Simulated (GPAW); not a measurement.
# Polarising Si/Ta(100) with a field along the normal

The dipole of the cell at several fields, atoms fixed. What does the strongest field give, and what length does the slope stand for?

Set-up. GPAW 26.7.0, plane waves (400 eV), PAW setups, PBE, 10×10 mesh, a dipole layer in the vacuum; geometry relaxed without an applied field with GPAW. The cell's area is 10.96 Å², and e/ε0 = 180.95 V Å.

The runs, one held back:

| field (V/Å) | dipole (e Å) |
| --- | --- |
| −0.2 | −0.1968 |
| −0.1 | −0.1222 |
| −0.05 | −0.0849 |
| 0.05 | −0.0103 |
| 0.1 | 0.0271 |
| 0.2 | 0.1018 |
| 0.3 | ? |

To predict: What is the dipole at 0.3 V/Å?

**Working.** A line through the 6 points has the slope α = 0.746 e Å per V/Å and the intercept p₀ = −0.0476 e Å (r.m.s. residual 4.3e−05). At 0.3 V/Å it gives p = −0.0476 + 0.746 × 0.3 = 0.1764 e Å; the run gives 0.1767 e Å, so the response stays linear to 0.2 % of the induced part. Dividing by ε0 and the area: α/(ε0 A) = 0.746 × 180.95 / 10.96 = 12.33 Å, against 8.54 Å between the outer nuclei.

Caveats: This is the electronic response alone; ions that move would add to it in polar layers. No run was spin-polarised, so magnetic states weren't tested. Spin-orbit coupling is left out, which matters for the heavier atoms here.
